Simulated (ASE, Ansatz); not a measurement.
# Relaxing twisted Ti2CO2 MXene bilayer, 87.80° (130 atoms), part 2 of 2

How does twisted Ti2CO2 MXene bilayer, 87.80° (130 atoms) relax, and what do bonds, charges and levels look like afterwards?

Ansatz 0.2.0; Kohn-Sham DFT, PBE+D4, PAW (set soft_2), plane waves.

The cell: 26 C, 52 Ti and 52 O. The main run has no spin polarisation.

So far. Step 3 (Relaxation): The relaxation changed the energy by -3.14 meV/atom, and atoms moved by 0.041 Å r.m.s., 0.076 Å at most.

## Step 5: Single point at the relaxed geometry

One more single point at the end of the walk gives the fuller output and checks the residual forces.

input.yaml

```yaml
crystal:
  lattice:
    - [10.9248, 0.0, 0.0]
    - [-5.4624, 9.46115, 0.0]
    - [0.0, 0.0, 25.74]
  atoms:
    - { symbol: C, position: [0.99989, 0.0001, 0.35951] }
    - { symbol: Ti, position: [0.1282, 0.17959, 0.4098] }
    - { symbol: Ti, position: [0.17946, 0.05136, 0.30903] }
    - { symbol: O, position: [0.17924, 0.05122, 0.44488] }
    - { symbol: O, position: [0.1281, 0.17959, 0.27405] }
    - { symbol: C, position: [0.07684, 0.30786, 0.35951] }
    - { symbol: Ti, position: [0.20513, 0.48731, 0.41003] }
    - { symbol: Ti, position: [0.25642, 0.35916, 0.30901] }
    - { symbol: O, position: [0.25652, 0.35887, 0.44481] }
    - { symbol: O, position: [0.20506, 0.48729, 0.27407] }
    - { symbol: C, position: [0.15371, 0.61549, 0.3595] }
    - { symbol: Ti, position: [0.28202, 0.79502, 0.40988] }
    - { symbol: Ti, position: [0.33337, 0.66681, 0.309] }
    - { symbol: O, position: [0.33277, 0.66669, 0.44482] }
    - { symbol: O, position: [0.28197, 0.79499, 0.27406] }
    - { symbol: C, position: [0.23066, 0.92318, 0.35953] }
    - { symbol: Ti, position: [0.35896, 0.10269, 0.40999] }
    - { symbol: Ti, position: [0.41023, 0.97447, 0.30895] }
    - { symbol: O, position: [0.41057, 0.9748, 0.44472] }
    - { symbol: O, position: [0.35888, 0.10264, 0.27406] }
    - { symbol: C, position: [0.3076, 0.23086, 0.3595] }
    - { symbol: Ti, position: [0.43588, 0.41039, 0.41014] }
    - { symbol: Ti, position: [0.48718, 0.2822, 0.30908] }
    - { symbol: O, position: [0.48684, 0.28213, 0.44498] }
    - { symbol: O, position: [0.43579, 0.41038, 0.27407] }
    - { symbol: C, position: [0.38453, 0.53858, 0.35954] }
    - { symbol: Ti, position: [0.51274, 0.71801, 0.41005] }
    - { symbol: Ti, position: [0.56407, 0.58983, 0.30904] }
    - { symbol: O, position: [0.56428, 0.59024, 0.4449] }
    - { symbol: O, position: [0.51271, 0.71804, 0.27407] }
    - { symbol: C, position: [0.46145, 0.84623, 0.35951] }
    - { symbol: Ti, position: [0.58982, 0.02579, 0.41002] }
    [... 92 atom lines left out ...]
    - { symbol: O, position: [0.11688, 0.61881, 0.55499] }
    - { symbol: C, position: [0.01418, 0.25979, 0.64043] }
    - { symbol: Ti, position: [0.1937, 0.38798, 0.69094] }
    - { symbol: Ti, position: [0.14249, 0.20852, 0.59015] }
    - { symbol: O, position: [0.14239, 0.20851, 0.72589] }
    - { symbol: O, position: [0.19349, 0.38812, 0.55512] }
kpoints:
  mp_grid: { grid: [2, 2, 1] }
hamiltonian:
  xc: pbe
  dispersion: d4
scf:
  occupations: { method: gaussian, width: 0.025 }
output:
  forces: true
  populations: true
  dos:
    method: { smearing: { sigma: 0.1 } }
    de: 0.1
    projected:
      site_lists:
        C: [C]
        O: [O]
        Ti: [Ti]
        layer_1: [0, 1, 2, 3, 4, 5, 6, 7, 8, 9, 10, 11, 12, 13, 14, 15, 16, 17, 18, 19, 20, 21, 22, 23, 24, 25, 26, 27, 28, 29, 30, 31, 32, 33, 34, 35, 36, 37, 38, 39, 40, 41, 42, 43, 44, 45, 46, 47, 48, 49, 50, 51, 52, 53, 54, 55, 56, 57, 58, 59, 60, 61, 62, 63, 64]
        layer_2: [65, 66, 67, 68, 69, 70, 71, 72, 73, 74, 75, 76, 77, 78, 79, 80, 81, 82, 83, 84, 85, 86, 87, 88, 89, 90, 91, 92, 93, 94, 95, 96, 97, 98, 99, 100, 101, 102, 103, 104, 105, 106, 107, 108, 109, 110, 111, 112, 113, 114, 115, 116, 117, 118, 119, 120, 121, 122, 123, 124, 125, 126, 127, 128, 129]
  eigenvalues: true
  write_density: true
  write_potential: true
  volumetric_format: npy
  elf: true
```

The run is started by

```sh
> ansatz run input.yaml --threads 32 --pin off --max-ram 143360MiB --backend cuda --events-out ev --progress --plain --runs-dir out
```

Numbers of over 12 decimals in the logs are rounded to 6 here.

The program printed:

```text
[...]
GPU FFT provider: cuFFT
GPU libraries: cuBLAS 13.8.1, cuFFT 12.4.0, cuSOLVER 12.3.2
[...]
Crystal: 130 atoms, lattice volume = 2660.517 Å³
Basis set: ecut = 420 eV, 52083 PW (Γ), exchange–correlation on 150×150×360 points (8 copies of the dense FFT grid, shifted against one another)
Bands: 650, of which v1, the nominal top of the filled ones, is band 520 counted from 1 (519 counted from 0)
Symmetry: 1 space group operations
[...]
k-points: 4
[...]
GPU buffer pool allocated for 1012500 grid points (all kernels)
[...]
SCF iter   1: F=—  HF=-166175.348263 eV  |F-HF|=—  |Δ(HF+E_count)|=         —  Δρ=5.17e-3  dr2=1.15e0  ethr=1.77e-3  ⟨swp⟩=6.2  Hψ=10598  notcnv=0  defer=198
[...]
SCF iter  13: F=-166175.146789 eV  HF=-166175.146789 eV  |F-HF|=1.81e-8  |Δ(HF+E_count)|=   3.99e-8  Δρ=9.81e-7  dr2=5.54e-8  ethr=9.62e-12  ⟨swp⟩=18.5  Hψ=23036  notcnv=0
SCF 1 converged in 13 iterations: F = -166175.146789 eV  dr2 = 5.54e-8
[...]
WARN: The output density's exchange-correlation potential varies sharply where the density is thin. Do not read a vacuum level from v_tot or v_xc, or from such a field of the output density. On a cell that repeats whose density bears no net charge and no dipole along the vacuum's axis use v_es (v_loc + v_h of the components); [...]
SCF converged after 13 iterations
Free energy (F): -166175.146789 eV
[...]
Internal energy: -166175.146789 eV  (E = F + TS)
E sigma→0 (E₀):  -166175.146789 eV
Fermi energy:    3.582624 eV
[...]
--- Forces (eV/Å), atoms counted from 1 ---
[... 130 lines of forces left out ...]
  max |Σ_I F_I| component: 6.23e-5 eV/Å
--- Band table (eV) ---
[... left out ...]
--- Löwdin populations: 130 sites ---
  site symbol       q [e]
[... 130 lines, one an atom, left out ...]
  spilling = 0.003462 (of n_electrons = 1040.000000)
```

Run time: 5.2 s. Hardware: 1 × NVIDIA GB200 with 32 threads of Arm Neoverse V2, shared host; peak memory 4.4 GiB; 27 s of CPU time.

That memory is the host's; the program planned up to 36.4 GiB on the GPU.

The program notes that the exchange-correlation potential is rough where the density is thin.

Read from the output:

- free energy: -166175.1468 eV
- free energy per atom: -1278.2704 eV/atom
- SCF cycles: 13
- r.m.s. force component: 0.00251 eV/Å
- longest force: 0.00774 eV/Å
- Fermi energy: 3.583 eV
- gap (highest filled to lowest empty level): 0.3619 eV
- potential in mid-vacuum, over the Fermi level: 5.6 eV
- potential 4.5 Å over the upper face: 5.602 eV
- potential 4.5 Å under the lower face: 5.6 eV
- spilling of the projection: 0.003462

Löwdin charges by element (they lack the spilled electrons, 0.028 e an atom on average):

```tsv
element	coordination	atoms	mean charge (e)	spread	least	most
C	all	26	-0.904	4.0e-4	-0.905	-0.903
O	all	52	-0.606	0.0016	-0.608	-0.602
Ti	all	52	1.13	0.0035	1.12	1.13
```

By region:

```tsv
region	atoms	mean length of the force (eV/Å)
layer 1	65	0.004
layer 2	65	0.004
```

States in the cell by windows of 1 eV, zero at the Fermi level; some projections on atomic orbitals stand beside the total:

```tsv
from (eV)	to (eV)	total	layer 1	Ti d	O p	C p	C s
-18	-12	0.0	0.0	0.0	0.0	0.0	0.0
-12	-11	6.7	3.3	0.3	0.2	0.1	3.8
-11	-10	32.0	15.9	5.3	0.6	0.5	19.4
-10	-9	13.3	6.6	3.1	0.1	0.0	9.3
-9	-7	0.0	0.0	0.0	0.0	0.0	0.0
-7	-6	22.6	11.3	5.5	11.2	3.3	0.2
-6	-5	117.4	58.4	29.4	72.3	9.0	0.6
-5	-4	169.1	84.0	34.2	115.1	12.2	1.7
-4	-3	38.2	19.0	11.6	14.4	10.7	0.2
-3	-2	63.9	31.6	17.0	18.8	25.6	0.2
-2	-1	52.0	25.8	15.4	12.4	22.4	0.2
-1	0	4.7	2.3	0.8	1.6	2.2	0.0
0	1	52.6	26.0	41.8	7.9	1.7	0.4
1	2	117.7	58.4	104.3	7.3	3.8	0.1
```

Between -26 and -18 eV lie 104 more states.

The stored curve holds about 624 of the 1040 electrons; the rest, give or take the few that broadening carries across the Fermi level, lie in deeper levels below its range.

Not all projections were asked for or kept, so they needn't add up to the total.

The levels nearest the highest filled one (over half full), pooled over k-points and spins:

```tsv
level less the highest filled one (eV)	occupation
-0.797	2
-0.797	2
-8.0e-4	2
-6.0e-4	2
-1.0e-4	2
0	2
0.362	0
0.362	0
0.362	0
0.363	0
0.363	0
0.363	0
```

Planar average of the electrostatic potential energy along the normal, with the Fermi level as zero, after a running mean with a triangular window 4 Å wide at its base:

```tsv
height (Å)	potential energy (eV)
0.0	5.60
0.7	5.60
1.4	5.60
2.1	5.60
2.9	5.60
3.7	5.59
4.4	5.52
5.1	4.72
5.9	2.13
6.6	-2.26
7.3	-6.71
8.0	-9.05
8.7	-9.32
9.4	-9.27
10.3	-9.29
11.0	-7.68
11.7	-3.77
12.4	-0.03
13.2	0.36
13.9	-2.89
14.6	-7.05
15.3	-9.15
16.2	-9.28
16.9	-9.29
17.6	-9.23
18.3	-7.39
19.0	-3.22
19.7	1.38
20.4	4.37
21.2	5.46
21.9	5.59
22.7	5.60
23.5	5.60
24.2	5.60
24.9	5.60
25.6	5.60
```

Mean Löwdin charges: C -0.90, O -0.61, Ti +1.13 e (they miss 0.35 % of the electrons, so they add up to more than the cell's charge). Just under the Fermi level the largest share is C p (54 % of the projected weight), just over it Ti d (73 % of the projected weight). The potential stands 5.78 eV above the highest filled level over the upper face and 5.78 eV under the lower one, a reading of the ionisation potential at this level on the run's k-points.

A closer look about O105, picked at random: 14 atoms, nearest first, numbered in the order of the input, with positions taken from that point.

```tsv
atom	x	y	z	distance (Å)	bonds	Löwdin charge (e)
O105	0.00	0.00	0.00	0.00	3	-0.61
Ti88	-1.68	0.48	0.89	1.97	6	1.13
Ti108	1.26	1.21	0.90	1.97	6	1.12
Ti103	0.42	-1.70	0.90	1.97	6	1.12
C116	1.68	-0.48	2.20	2.81	6	-0.90
C106	-0.42	1.70	2.20	2.81	6	-0.90
C101	-1.26	-1.21	2.20	2.81	6	-0.90
O80	2.10	-2.18	0.00	3.02	3	-0.61
O120	2.94	0.73	0.00	3.03	3	-0.61
O90	-2.10	2.18	0.00	3.03	3	-0.61
O110	0.84	2.91	0.01	3.03	3	-0.60
O85	-2.94	-0.72	0.00	3.03	3	-0.60
O70	-0.85	-2.91	0.01	3.03	3	-0.60
O24	-1.26	0.45	-2.83	3.13	3	-0.61
```

The column of bonds counts only the pairs O-Ti within 2.38 Å, Ti-C within 2.58 Å; other neighbours, such as metal atoms beside each other in a compound, aren't counted, and periodic images can show an atom twice.

## Step 6: What came out

| Quantity | Value |
| --- | --- |
| energy change in the relaxation | -3.137 meV/atom |
| r.m.s. displacement | 0.041 Å |
| largest displacement | 0.076 Å |
| free energy per atom | -1278.2704 eV/atom |
| r.m.s. force component | 0.00251 eV/Å |
| gap (highest filled to lowest empty level) | 0.3619 eV |
| potential in mid-vacuum, over the Fermi level | 5.6 eV |
| wall time of the 3 DFT runs | 18 s |

Relaxation lowers the energy by 3.14 meV/atom and moves atoms by 0.041 Å r.m.s.; the r.m.s. force component goes from 0.18 to 0.0025 eV/Å, and the gap from 0.278 to 0.362 eV. By the final cutoffs no bond was broken or made. From the first step to the last the energy fell by 0.408 eV, and the largest move was 0.08 Å (O124). The Ti-C bonds change most in mean length: from 2.186 Å (spread 0.014) to 2.179 Å (spread 0.002). Counting bonds as in the table, all C atoms have 6, all O atoms have 3 and all Ti atoms have 6 bonded neighbours. Between filled and empty levels lie 0.362 eV on the run's k-points; the mesh holds the band edges only if they fold onto it, so the gap at this level can be narrower or closed, while semilocal functionals tend to narrow gaps against experiment. The potential stands 5.78 eV above the highest filled level over the upper face and 5.78 eV under the lower one, a reading of the ionisation potential at this level on the run's k-points.

[Logs are printed without paths, hosts, clocks, repeated set-up lines and the standing remarks that a program may print on its own settings, such as how far it seeks lower states.]

[Hosts, paths, dates, database ids (printed as entryN), source tags and the programs' standing remarks are cut or masked in the printed files.]
